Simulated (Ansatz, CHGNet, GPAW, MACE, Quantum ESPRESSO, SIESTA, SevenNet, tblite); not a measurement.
# Which run comes nearest? Ru(0001) slab (54 atoms)

The cell holds 54 atoms: 54 Ru. Its edges and angles: a = 8.118 Å, b = 8.118 Å, c = 22.705 Å, α = 90.0°, β = 90.0°, γ = 60.0°. It derives from Ru (hcp). Hcp Ru (a = 2.706 Å, c = 4.282 Å), (0001) slab of 3 repeat layers, 3 x 3 surface cells, 12 Å of vacuum; not relaxed, displaced by a Gaussian of 0.02 Å. Then every atom was moved at random, 0.02 Å r.m.s. a Cartesian component. Vacuum lies along c.

Geometry: as built.

The reference, a calculation:

- method: Kohn-Sham DFT, PBE, PAW, plane waves (Ansatz 0.2.0); cutoff 420 eV, Γ point, fermi-dirac smearing of 0.05 eV; PAW set soft_2
- r.m.s. force component: 0.5556 eV/Å
- longest force: 1.432 eV/Å
- SCF cycles: 12
- time: 30 s on 4 threads of Arm Neoverse V1, shared host
- CPU time: 1.9 min

Runs, in no order:
A. SIESTA PBE, SZP, shift 0.01 Ry, mesh 300 Ry: Kohn-Sham DFT, PBE, PseudoDojo 0.4.1 norm-conserving pseudopotentials (converted to PSML), numerical atomic orbitals (SZP), diagonalisation
B. SevenNet 0 potential: machine-learned interatomic potential SevenNet 0, trained on PBE(+U) plane-wave data
C. SIESTA BLYP, PBE potentials, DZP, shift 0.01 Ry, mesh 300 Ry: Kohn-Sham DFT, BLYP, PseudoDojo 0.4.1 norm-conserving pseudopotentials (converted to PSML), numerical atomic orbitals (DZP), diagonalisation
D. SIESTA PBE, TZP, shift 0.01 Ry, mesh 300 Ry: Kohn-Sham DFT, PBE, PseudoDojo 0.4.1 norm-conserving pseudopotentials (converted to PSML), numerical atomic orbitals (TZP), diagonalisation
E. QE PBE, sssp-1.3.0-efficiency, 45/360 Ry: Kohn-Sham DFT, PBE, SSSP efficiency 1.3.0 pseudopotentials, plane waves

**Question.** Rank the runs by how far their forces lie from the reference's, least first.

E, D, A, C, B.

| run | Δ force, r.m.s. (meV/Å) | share of r.m.s. force (%) | CPU time |
| --- | --- | --- | --- |
| E. QE PBE, sssp-1.3.0-efficiency, 45/360 Ry | 9.38 | 1.69 | 14 min |
| D. SIESTA PBE, TZP, shift 0.01 Ry, mesh 300 Ry | 76.4 | 13.8 | 9.3 min |
| A. SIESTA PBE, SZP, shift 0.01 Ry, mesh 300 Ry | 145 | 26.0 | 4.8 min |
| C. SIESTA BLYP, PBE potentials, DZP, shift 0.01 Ry, mesh 300 Ry | 276 | 49.6 | 6.3 min |
| B. SevenNet 0 potential | 448 | 80.6 | 7.8 s |

Machine-learned potentials mimic data converged in k, so the reference's own k-point error enters their differences. The electronic-structure runs sample only Γ, in a cell whose shortest periodic width is 7 Å, which is coarse for a cell with partly filled levels.

[Hosts, paths, dates, database ids (printed as entryN), source tags and the programs' standing remarks are cut or masked in the printed files.]
